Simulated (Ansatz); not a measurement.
# How BP (F-43m) expands on warming, part 2 of 2

Aim: the lattice, expansion, heat capacity and bulk modulus of BP as it warms.

Experimental results on record:
- volume expansion coefficient 9.6 1e-6/K near room temperature (given in “Thermal expansion coefficients of high thermal conducting BAs and BP materials (three times its linear coefficient)”, 2019, arxiv:1906.04101)

Ansatz 0.2.0; DFT RPBE, scalar-relativistic, plane waves, PAW.

So far. Step 2 (A first coarse run): The start is under 4.1 GPa at this level and looks like an insulator or semiconductor on this mesh. Step 4 (Relaxing to small residual forces and stress): The residual pressure is -2.2e-4 GPa, small enough for phonons. The relaxed cell has a = 4.575 Å (conventional setting).

### 5. The quasi-harmonic study, q-mesh 2×2×2

The study relaxes the crystal at several strains, solves the phonons on some of them and minimises the free energy at each temperature (static energy, vibrations, the electrons in a metal, and PV under a set pressure); the q-mesh sets how far the force constants reach.

input.yaml reads:

```yaml
crystal:
  lattice:
    - [0.0, 2.2874846874, 2.2874846874]
    - [2.2874846874, 0.0, 2.2874846874]
    - [2.2874846874, 2.2874846874, 0.0]
  atoms:
    - { symbol: B, position: [0.0, 0.0, 0.0] }
    - { symbol: P, position: [0.25, 0.25, 0.25] }
kpoints:
  mp_grid: { grid: [12, 12, 12] }
hamiltonian:
  xc: rpbe
scf:
  occupations: { method: fixed }
output:
  eigenvalues: true
phonons:
  method: dfpt
  qmesh: [2, 2, 2]
  temperatures: { t_max: 800.0, t_step: 50 }
  thermal_expansion: {}
```

Started as:

```console
$ ansatz run input.yaml --threads 2 --pin off --max-ram 5120MiB --backend cpu --events-out ev --progress --plain --runs-dir out
```

Numbers of over 12 decimals in the logs are rounded to 6 here.

What it wrote:

```text
Warning: phonons: the dynamical matrix that this run interpolates holds no multipole term above the dipole-dipole one, and a site of this crystal is no centre of inversion, so its interpolated transverse optical and acoustic branches and sound speeds can stay off near Gamma, and the density of states and the thermodynamics with them. What a run solves at a wave vector of phonons.qpoints, Gamma apart, where the deck admits one, is free of this, and under fd what a larger phonons.supercell samples
[...]
Crystal: 2 atoms, lattice volume = 23.939 Å³
Basis set: ecut = 487.2 eV, 561 PW (Γ), exchange–correlation on 48×48×48 points (8 copies of the dense FFT grid, shifted against one another)
Bands: 8, of which v1, the nominal top of the filled ones, is band 4 counted from 1 (3 counted from 0)
Symmetry: 24 space group operations
[...]
k-points: 72 of 1728 (time reversal used)
[...]
SCF iter   1: F=—  HF=-916.758126 eV  |F-HF|=—  |Δ(HF+E_count)|=         —  Δρ=2.68e-3  dr2=1.09e-3  ethr=1.77e-3  ⟨swp⟩=5.2  Hψ=4233  notcnv=0  defer=134
[...]
SCF iter   7: F=-916.758027 eV  HF=-916.758027 eV  |F-HF|=3.98e-12  |Δ(HF+E_count)|=  3.19e-10  Δρ=1.17e-7  dr2=2.18e-12  ethr=1.00e-12  ⟨swp⟩=9.2  Hψ=4517  notcnv=0
SCF 1 converged in 7 iterations: F = -916.758027 eV  dr2 = 2.18e-12
[...]
relax step   1: F+E_penalty+E_count = -916.75802742 eV  Δ(F+E_penalty+E_count) = +0.000e0 eV  max|allowed force component| = 3.793e-16 eV/Å  Δτ_max = 0.0000 Å  (7 SCF iters, accepted)
SCF converged after 7 iterations
Free energy (F): -916.758027 eV
[...]
Internal energy: -916.758027 eV  (E = F + TS)
E sigma→0 (E₀):  -916.758027 eV
Fermi energy:    9.029261 eV
[...]
--- Stress (GPa, compression-positive) ---
       -0.007760      -0.000000      -0.000000
       -0.000000      -0.007760       0.000000
       -0.000000       0.000000      -0.007760
  P = ⅓ Tr σ = -0.0078 GPa (-0.078 kbar)
--- Band table (eV; the first three rows and the last of 72) ---
[...]
── thermal expansion: 3 new cells, 3 in all ──
thermal expansion: relaxation of cell 2
thermal expansion: relaxation of cell 3
── thermal expansion: 2 new cells, 5 in all ──
thermal expansion: relaxation of cell 4
thermal expansion: lower-state search of cell 4
thermal expansion: phonons of cell 4
thermal expansion: relaxation of cell 5
thermal expansion: phonons of cell 5
── thermal expansion: 5 new cells, 10 in all ──
thermal expansion: relaxation of cell 6
thermal expansion: relaxation of cell 7
thermal expansion: relaxation of cell 8
thermal expansion: relaxation of cell 9
thermal expansion: relaxation of cell 10
thermal expansion: phonons of cell 6
thermal expansion: phonons of cell 7
WARN: thermal expansion: narrow_supercell: the supercell is narrow for a crystal that has a band gap and may be polar, so the expansion can be far off: type phonons.supercell or phonons.qmesh [3, 3, 3] or more in a new run
--- Relaxed structure (1 steps of the walk, 1 accepted, 0 SCFs on fresh bases) ---
  F+E_penalty+E_count = -916.75802742 eV   max|allowed force component| = 3.793e-16 eV/Å
  atoms:
    - { symbol: B, position: [0.0, 0.0, 0.0] }
    - { symbol: P, position: [0.25, 0.25, 0.25] }
--- Thermal expansion: 10 cells in 3 rounds, 0 GPa ---
  no lower state was reached at cell 4
  without vibrations: a 3.23494, b 3.23494, c 3.23494 Å, V 23.9377 Å³, B 155.41 GPa
  at 0 K: a 3.24405, b 3.24405, c 3.24405 Å, V 24.1405 Å³, B 152.14 GPa
  zero-point expansion: a +0.282, b +0.282, c +0.282, V +0.847 %
      T/K        a/Å        b/Å        c/Å       V/Å³ | expansion of a, b, c, V (1e-6/K)   | that of V in the mean from 25 °C | C_P, C_V (J/mol K of the cell) | B_T, B_S (GPa)
     0.00    3.24405    3.24405    3.24405    24.1405 |    0.00    0.00    0.00    0.00 |    3.09 |     0.000     0.000 |   152.14   152.14
   100.00    3.24407    3.24407    3.24407    24.1410 |    0.25    0.25    0.25    0.75 |    4.55 |     6.892     6.892 |   152.09   152.10
   200.00    3.24433    3.24433    3.24433    24.1468 |    1.50    1.50    1.50    4.50 |    6.73 |    19.883    19.874 |   151.72   151.79
   298.15    3.24504    3.24504    3.24504    24.1627 |    2.94    2.94    2.94    8.81 |       - |    29.979    29.928 |   150.99   151.25
   350.00    3.24559    3.24559    3.24559    24.1749 |    3.54    3.54    3.54   10.61 |    9.75 |    33.819    33.733 |   150.52   150.90
   450.00    3.24688    3.24688    3.24688    24.2039 |    4.38    4.38    4.38   13.13 |   11.21 |    38.988    38.819 |   149.50   150.16
   550.00    3.24840    3.24840    3.24840    24.2378 |    4.93    4.93    4.93   14.79 |   12.34 |    42.228    41.967 |   148.42   149.34
   650.00    3.25007    3.25007    3.25007    24.2751 |    5.31    5.31    5.31   15.93 |   13.22 |    44.349    43.994 |   147.30   148.49
   750.00    3.25184    3.25184    3.25184    24.3149 |    5.58    5.58    5.58   16.75 |   13.94 |    45.806    45.356 |   146.15   147.60
   800.00    3.25276    3.25276    3.25276    24.3355 |    5.70    5.70    5.70   17.09 |   14.25 |    46.370    45.872 |   145.57   147.16
  the static fit leaves 0.000 meV an atom of the energies and, of the stresses, 0.000 GPa of each cell's largest along a strain (root mean squares over the cells), whose Pulay part it has at -0.015 GPa
  vibrations' free energy: its fit passes through its cells
  the electrons' free energy at temperature is not in it: every band gap is over 0.83 eV
  free energies summed between the sampled wave vectors
  estimated error of the fitted expansion in any direction: up to 0.028e-6/K, at 800 K, with few degrees of freedom (an estimate, not a bound: it was exceeded on models of known expansion)
  by sums over the sampled wave vectors an expansion of the volume parts by up to 2.24e-6/K
  by a static energy of one degree less an expansion of the volume parts by up to 0.00e-6/K
  band gaps on the cells' k-points are 1.253 to 1.351 eV
  narrow_supercell: the supercell is narrow for a crystal that has a band gap and may be polar, so the expansion can be far off: type phonons.supercell or phonons.qmesh [3, 3, 3] or more in a new run
```

Wall time 2.1 min (2 threads of Arm Neoverse V2, shared host); peak memory 0.65 GiB.

Numbers from this step:

* pressure: -0.007760 GPa
* volume expansion coefficient at 298 K: 8.815 1e-6/K
* C_P at 298 K: 14.99 J/mol-atom/K
* entropy at 298 K: 10.78 J/mol-atom/K
* isothermal bulk modulus at 298 K: 151.0 GPa
* Grüneisen parameter at 298 K: 0.6471
* volume at 298 K: 12.08 Å³/atom
* principal linear expansion coefficients at 298 K: 2.938, 2.938, 2.938 1e-6/K

Strained cells of the study; zero-point energy where phonons were solved; the pressures are stresses at a fixed cutoff and can carry an offset from the finite basis. Expansion cells, by row:

```csv
cell,|a| (Å),|b| (Å),|c| (Å),V (Å³/atom),E - E_lowest (meV/atom),pressure (GPa),gap (eV),zero-point energy (meV/atom)
1,3.235,3.235,3.235,11.97,0,-0.023,1.299,-
2,3.261,3.261,3.261,12.26,3.281,-3.569,1.336,-
3,3.209,3.209,3.209,11.69,3.351,3.866,1.262,-
4,3.235,3.235,3.235,11.97,0,-0.042,1.3,98.88
5,3.251,3.251,3.251,12.15,1.317,-2.299,1.323,97.42
6,3.243,3.243,3.243,12.06,0.342,-1.195,1.311,98.15
7,3.26,3.26,3.26,12.24,2.969,-3.402,1.334,96.69
8,3.203,3.203,3.203,11.62,5.232,4.879,1.253,-
9,3.219,3.219,3.219,11.79,1.28,2.349,1.276,-
10,3.272,3.272,3.272,12.38,6.601,-4.973,1.351,-
```

Quasi-harmonic; a, b, c are the run's own cell vectors. Expansion, by row:

```csv
T (K),a (Å),b (Å),c (Å),alpha (deg),beta (deg),gamma (deg),cell volume (Å³/cell),alpha_a (1e-6/K),alpha_b (1e-6/K),alpha_c (1e-6/K),alpha_V (1e-6/K),C_P (J/mol-atom/K),C_V (J/mol-atom/K),S (J/mol-atom/K),B_T (GPa),B_S (GPa),Grueneisen,extrapolation,fit error (1e-6/K)
0,3.244,3.244,3.244,60,60,60,24.14,0,0,0,0,0,0,0,152.1,152.1,-,0,0
50,3.244,3.244,3.244,60,60,60,24.14,0.03,0.03,0.03,0.1,0.598,0.598,0.187,152.1,152.1,0.181,0,0
100,3.244,3.244,3.244,60,60,60,24.14,0.25,0.25,0.25,0.75,3.446,3.446,1.393,152.1,152.1,0.241,0,0
150,3.244,3.244,3.244,60,60,60,24.14,0.76,0.76,0.76,2.29,6.767,6.766,3.419,152,152,0.374,0,0
200,3.244,3.244,3.244,60,60,60,24.15,1.5,1.5,1.5,4.5,9.942,9.937,5.807,151.7,151.8,0.499,0,0
250,3.245,3.245,3.245,60,60,60,24.15,2.27,2.27,2.27,6.81,12.75,12.74,8.335,151.4,151.5,0.589,0,0.01
298.1,3.245,3.245,3.245,60,60,60,24.16,2.94,2.94,2.94,8.81,14.99,14.96,10.78,151,151.2,0.647,0,0.01
300,3.245,3.245,3.245,60,60,60,24.16,2.96,2.96,2.96,8.89,15.07,15.04,10.87,151,151.2,0.649,0,0.01
350,3.246,3.246,3.246,60,60,60,24.17,3.54,3.54,3.54,10.61,16.91,16.87,13.34,150.5,150.9,0.689,0,0.01
400,3.246,3.246,3.246,60,60,60,24.19,4,4,4,12.01,18.36,18.29,15.7,150,150.5,0.717,0,0.01
450,3.247,3.247,3.247,60,60,60,24.2,4.38,4.38,4.38,13.13,19.49,19.41,17.93,149.5,150.2,0.737,0,0.01
500,3.248,3.248,3.248,60,60,60,24.22,4.68,4.68,4.68,14.04,20.39,20.29,20.03,149,149.8,0.752,0,0.01
550,3.248,3.248,3.248,60,60,60,24.24,4.93,4.93,4.93,14.79,21.11,20.98,22.01,148.4,149.3,0.763,0,0.01
600,3.249,3.249,3.249,60,60,60,24.26,5.14,5.14,5.14,15.41,21.7,21.54,23.87,147.9,148.9,0.772,0,0.01
650,3.25,3.25,3.25,60,60,60,24.28,5.31,5.31,5.31,15.93,22.17,22,25.63,147.3,148.5,0.78,0,0.01
700,3.251,3.251,3.251,60,60,60,24.29,5.46,5.46,5.46,16.37,22.57,22.37,27.28,146.7,148.1,0.785,0,0.01
750,3.252,3.252,3.252,60,60,60,24.31,5.58,5.58,5.58,16.75,22.9,22.68,28.85,146.2,147.6,0.791,0,0.02
800,3.253,3.253,3.253,60,60,60,24.34,5.7,5.7,5.7,17.09,23.18,22.94,30.34,145.6,147.2,0.795,0,0.03
```

Table of expansion coefficient by temperature; values in 1e-6/K:

```csv
temperature (K),volume,principal 1
0,0,0
50,0.1,0.03
100,0.75,0.25
150,2.29,0.76
200,4.5,1.5
250,6.81,2.27
298,8.81,2.94
300,8.89,2.96
350,10.6,3.54
400,12.0,4
450,13.1,4.38
500,14.0,4.68
550,14.8,4.93
600,15.4,5.14
650,15.9,5.31
700,16.4,5.46
750,16.8,5.58
800,17.1,5.7
```

At 298 K the volume expansion is 8.81 × 10⁻⁶/K and B_T is 151 GPa. The log warns that this q-mesh is too narrow, so the figure can be far off. The program raised the cutoff to 487.2 eV by itself: with no cutoff typed, the study takes about 1.16 times the default for its relaxations and scales it with the volume for the phonons.

### 6. Phonons on strained cells, q-mesh 4×4×4

The study relaxes the crystal at several strains, solves the phonons on some of them and minimises the free energy at each temperature (static energy, vibrations, the electrons in a metal, and PV under a set pressure); the q-mesh sets how far the force constants reach.

Changes to input.yaml since step 5:

```diff
@@ -18,3 +18,3 @@
   method: dfpt
-  qmesh: [2, 2, 2]
+  qmesh: [4, 4, 4]
   temperatures: { t_max: 800.0, t_step: 50 }
```

What it wrote:

```text
[...]
Crystal: 2 atoms, lattice volume = 23.939 Å³
Basis set: ecut = 487.2 eV, 561 PW (Γ), exchange–correlation on 48×48×48 points (8 copies of the dense FFT grid, shifted against one another)
Bands: 8, of which v1, the nominal top of the filled ones, is band 4 counted from 1 (3 counted from 0)
Symmetry: 24 space group operations
[...]
k-points: 72 of 1728 (time reversal used)
[...]
SCF iter   1: F=—  HF=-916.758126 eV  |F-HF|=—  |Δ(HF+E_count)|=         —  Δρ=2.68e-3  dr2=1.09e-3  ethr=1.77e-3  ⟨swp⟩=5.2  Hψ=4233  notcnv=0  defer=134
[...]
SCF iter   7: F=-916.758027 eV  HF=-916.758027 eV  |F-HF|=3.98e-12  |Δ(HF+E_count)|=  3.19e-10  Δρ=1.17e-7  dr2=2.18e-12  ethr=1.00e-12  ⟨swp⟩=9.2  Hψ=4517  notcnv=0
SCF 1 converged in 7 iterations: F = -916.758027 eV  dr2 = 2.18e-12
[...]
relax step   1: F+E_penalty+E_count = -916.75802742 eV  Δ(F+E_penalty+E_count) = +0.000e0 eV  max|allowed force component| = 3.793e-16 eV/Å  Δτ_max = 0.0000 Å  (7 SCF iters, accepted)
SCF converged after 7 iterations
Free energy (F): -916.758027 eV
[...]
Internal energy: -916.758027 eV  (E = F + TS)
E sigma→0 (E₀):  -916.758027 eV
Fermi energy:    9.029261 eV
[...]
--- Stress (GPa, compression-positive) ---
       -0.007760      -0.000000      -0.000000
       -0.000000      -0.007760       0.000000
       -0.000000       0.000000      -0.007760
  P = ⅓ Tr σ = -0.0078 GPa (-0.078 kbar)
--- Band table (eV; the first three rows and the last of 72) ---
[...]
── thermal expansion: 3 new cells, 3 in all ──
thermal expansion: relaxation of cell 2
thermal expansion: relaxation of cell 3
── thermal expansion: 2 new cells, 5 in all ──
thermal expansion: relaxation of cell 4
thermal expansion: lower-state search of cell 4
thermal expansion: phonons of cell 4
thermal expansion: relaxation of cell 5
thermal expansion: phonons of cell 5
── thermal expansion: 5 new cells, 10 in all ──
thermal expansion: relaxation of cell 6
thermal expansion: relaxation of cell 7
thermal expansion: relaxation of cell 8
thermal expansion: relaxation of cell 9
thermal expansion: relaxation of cell 10
thermal expansion: phonons of cell 6
thermal expansion: phonons of cell 7
--- Relaxed structure (1 steps of the walk, 1 accepted, 0 SCFs on fresh bases) ---
  F+E_penalty+E_count = -916.75802742 eV   max|allowed force component| = 3.793e-16 eV/Å
  atoms:
    - { symbol: B, position: [0.0, 0.0, 0.0] }
    - { symbol: P, position: [0.25, 0.25, 0.25] }
--- Thermal expansion: 10 cells in 3 rounds, 0 GPa ---
  no lower state was reached at cell 4
  without vibrations: a 3.23494, b 3.23494, c 3.23494 Å, V 23.9377 Å³, B 155.41 GPa
  at 0 K: a 3.24443, b 3.24443, c 3.24443 Å, V 24.1491 Å³, B 152.09 GPa
  zero-point expansion: a +0.294, b +0.294, c +0.294, V +0.883 %
[...]
0.00    3.24443    3.24443    3.24443    24.1491 |    0.00    0.00    0.00    0.00 |    3.75 |     0.000     0.000 |   152.09   152.09
   100.00    3.24446    3.24446    3.24446    24.1498 |    0.37    0.37    0.37    1.10 |    5.50 |     6.112     6.112 |   152.05   152.05
   200.00    3.24480    3.24480    3.24480    24.1574 |    1.84    1.84    1.84    5.51 |    7.93 |    19.713    19.700 |   151.67   151.78
   298.15    3.24564    3.24564    3.24564    24.1762 |    3.39    3.39    3.39   10.16 |       - |    30.101    30.033 |   150.92   151.26
   350.00    3.24627    3.24627    3.24627    24.1901 |    4.01    4.01    4.01   12.04 |   11.13 |    33.988    33.877 |   150.42   150.92
   450.00    3.24772    3.24772    3.24772    24.2227 |    4.89    4.89    4.89   14.66 |   12.67 |    39.179    38.968 |   149.38   150.18
   550.00    3.24941    3.24941    3.24941    24.2604 |    5.46    5.46    5.46   16.37 |   13.84 |    42.416    42.097 |   148.26   149.38
   650.00    3.25125    3.25125    3.25125    24.3017 |    5.85    5.85    5.85   17.54 |   14.75 |    44.532    44.102 |   147.10   148.53
   750.00    3.25320    3.25320    3.25320    24.3454 |    6.13    6.13    6.13   18.40 |   15.49 |    45.988    45.445 |   145.91   147.66
   800.00    3.25421    3.25421    3.25421    24.3681 |    6.25    6.25    6.25   18.74 |   15.81 |    46.553    45.953 |   145.31   147.21
[...]
vibrations' free energy: its fit passes through its cells
  the electrons' free energy at temperature is not in it: every band gap is over 0.83 eV
  free energies summed between the sampled wave vectors
[...]
band gaps on the cells' k-points are 1.253 to 1.356 eV
```

The job ended after 11 min (2 threads; peak memory 1.2 GiB; 21 min of CPU time).

Numbers from this step:

| Property | Result |
| --- | --- |
| volume expansion coefficient at 298 K | 10.15 1e-6/K |
| C_P at 298 K | 15.05 J/mol-atom/K |
| entropy at 298 K | 10.30 J/mol-atom/K |
| isothermal bulk modulus at 298 K | 150.9 GPa |
| Grüneisen parameter at 298 K | 0.7430 |
| volume at 298 K | 12.09 Å³/atom |
| principal linear expansion coefficients at 298 K | 3.385, 3.385, 3.385 1e-6/K |

Strained cells of the study; zero-point energy where phonons were solved; the pressures are stresses at a fixed cutoff and can carry an offset from the finite basis. Expansion cells, by row:

```csv
cell,|a| (Å),|b| (Å),|c| (Å),V (Å³/atom),E - E_lowest (meV/atom),pressure (GPa),gap (eV),zero-point energy (meV/atom)
1,3.235,3.235,3.235,11.97,0,-0.023,1.299,-
2,3.261,3.261,3.261,12.26,3.281,-3.569,1.336,-
3,3.209,3.209,3.209,11.69,3.351,3.866,1.262,-
4,3.235,3.235,3.235,11.97,0,-0.042,1.3,98.77
5,3.251,3.251,3.251,12.15,1.317,-2.299,1.323,97.25
6,3.244,3.244,3.244,12.07,0.4,-1.289,1.312,97.94
7,3.262,3.262,3.262,12.27,3.472,-3.667,1.337,96.3
8,3.203,3.203,3.203,11.62,5.232,4.879,1.253,-
9,3.219,3.219,3.219,11.79,1.28,2.349,1.276,-
10,3.275,3.275,3.275,12.42,7.718,-5.352,1.356,-
```

Quasi-harmonic; a, b, c are the run's own cell vectors. Expansion, by row:

```csv
T (K),a (Å),b (Å),c (Å),alpha (deg),beta (deg),gamma (deg),cell volume (Å³/cell),alpha_a (1e-6/K),alpha_b (1e-6/K),alpha_c (1e-6/K),alpha_V (1e-6/K),C_P (J/mol-atom/K),C_V (J/mol-atom/K),S (J/mol-atom/K),B_T (GPa),B_S (GPa),Grueneisen,extrapolation,fit error (1e-6/K)
0,3.244,3.244,3.244,60,60,60,24.15,0,0,0,0,0,0,0,152.1,152.1,-,0,0
50,3.244,3.244,3.244,60,60,60,24.15,0.05,0.05,0.05,0.14,0.402,0.402,0.112,152.1,152.1,0.391,0,0
100,3.244,3.244,3.244,60,60,60,24.15,0.37,0.37,0.37,1.1,3.056,3.056,1.094,152.1,152.1,0.399,0,0
150,3.245,3.245,3.245,60,60,60,24.15,1.01,1.01,1.01,3.02,6.522,6.52,2.985,151.9,151.9,0.511,0,0
200,3.245,3.245,3.245,60,60,60,24.16,1.84,1.84,1.84,5.51,9.857,9.85,5.326,151.7,151.8,0.618,0,0
250,3.245,3.245,3.245,60,60,60,24.17,2.68,2.68,2.68,8.03,12.76,12.74,7.847,151.3,151.5,0.694,0,0.01
298.1,3.246,3.246,3.246,60,60,60,24.18,3.39,3.39,3.39,10.16,15.05,15.02,10.3,150.9,151.3,0.743,0,0.01
300,3.246,3.246,3.246,60,60,60,24.18,3.41,3.41,3.41,10.23,15.13,15.09,10.39,150.9,151.2,0.744,0,0.01
350,3.246,3.246,3.246,60,60,60,24.19,4.01,4.01,4.01,12.04,16.99,16.94,12.87,150.4,150.9,0.779,0,0.01
400,3.247,3.247,3.247,60,60,60,24.21,4.5,4.5,4.5,13.49,18.45,18.37,15.24,149.9,150.6,0.802,0,0.01
450,3.248,3.248,3.248,60,60,60,24.22,4.89,4.89,4.89,14.66,19.59,19.48,17.48,149.4,150.2,0.82,0,0.01
500,3.249,3.249,3.249,60,60,60,24.24,5.2,5.2,5.2,15.6,20.49,20.36,19.59,148.8,149.8,0.832,0,0.01
550,3.249,3.249,3.249,60,60,60,24.26,5.46,5.46,5.46,16.37,21.21,21.05,21.58,148.3,149.4,0.842,0,0.01
600,3.25,3.25,3.25,60,60,60,24.28,5.67,5.67,5.67,17.01,21.79,21.6,23.45,147.7,149,0.85,0,0.01
650,3.251,3.251,3.251,60,60,60,24.3,5.85,5.85,5.85,17.54,22.27,22.05,25.21,147.1,148.5,0.856,0,0.01
700,3.252,3.252,3.252,60,60,60,24.32,6,6,6,18,22.66,22.42,26.88,146.5,148.1,0.862,0,0.01
750,3.253,3.253,3.253,60,60,60,24.35,6.13,6.13,6.13,18.4,22.99,22.72,28.45,145.9,147.7,0.866,0,0.02
800,3.254,3.254,3.254,60,60,60,24.37,6.25,6.25,6.25,18.74,23.28,22.98,29.95,145.3,147.2,0.87,0,0.03
```

The expansion coefficient by temperature; values in 1e-6/K:

```csv
temperature (K),volume,principal 1
0,0,0
50,0.14,0.05
100,1.1,0.37
150,3.02,1.01
200,5.51,1.84
250,8.03,2.68
298,10.2,3.39
300,10.2,3.41
350,12.0,4.01
400,13.5,4.5
450,14.7,4.89
500,15.6,5.2
550,16.4,5.46
600,17.0,5.67
650,17.5,5.85
700,18,6
750,18.4,6.13
800,18.7,6.25
```

Changing the q-mesh (2×2×2 → 4×4×4) takes the volume expansion at 298 K from 8.81 to 10.2 × 10⁻⁶/K and B_T from 151 to 151 GPa.

### 7. Results

- settings of these figures: RPBE, 487.2 eV, k 12×12×12, q 4×4×4
- volume expansion coefficient at 298 K: 10.15 1e-6/K
- C_P at 298 K: 15.05 J/mol-atom/K
- entropy at 298 K: 10.30 J/mol-atom/K
- isothermal bulk modulus at 298 K: 150.9 GPa
- Grüneisen parameter at 298 K: 0.7430
- volume at 298 K: 12.09 Å³/atom
- principal linear expansion coefficients at 298 K: 3.385, 3.385, 3.385 1e-6/K

What this shows: Near room temperature BP expands by 10.2 × 10⁻⁶/K in volume by RPBE, with C_P = 15.1 J/(mol K) per mole of atoms and B_T = 151 GPa. C_P at room temperature is 60 % of the classical 3R an atom, so the stiffest modes are still partly frozen out. A measured volume expansion coefficient near room temperature is 9.6 1e-6/K (arxiv:1906.04101); the calculated 10.2 1e-6/K differs by +6 %. Changing the q-mesh moves the volume expansion at 298 K between 8.81 and 10.2 × 10⁻⁶/K, while the CPU time spans a factor of 5.2. The interpolation has no quadrupole term, so branches near the zone centre are less sure, since this crystal has sites that are not centres of inversion. The PAW files were made for PBE and are used here under another functional, for which the program regenerates the frozen cores.

[Logs are printed without paths, hosts, clocks, repeated set-up lines and the standing remarks that a program may print on its own settings, such as how far it seeks lower states.]

[Hosts, paths, dates, database ids (printed as entryN), source tags and the programs' standing remarks are cut or masked in the printed files.]

[A step with changed settings may run another functional than the one named; its input shows which.]
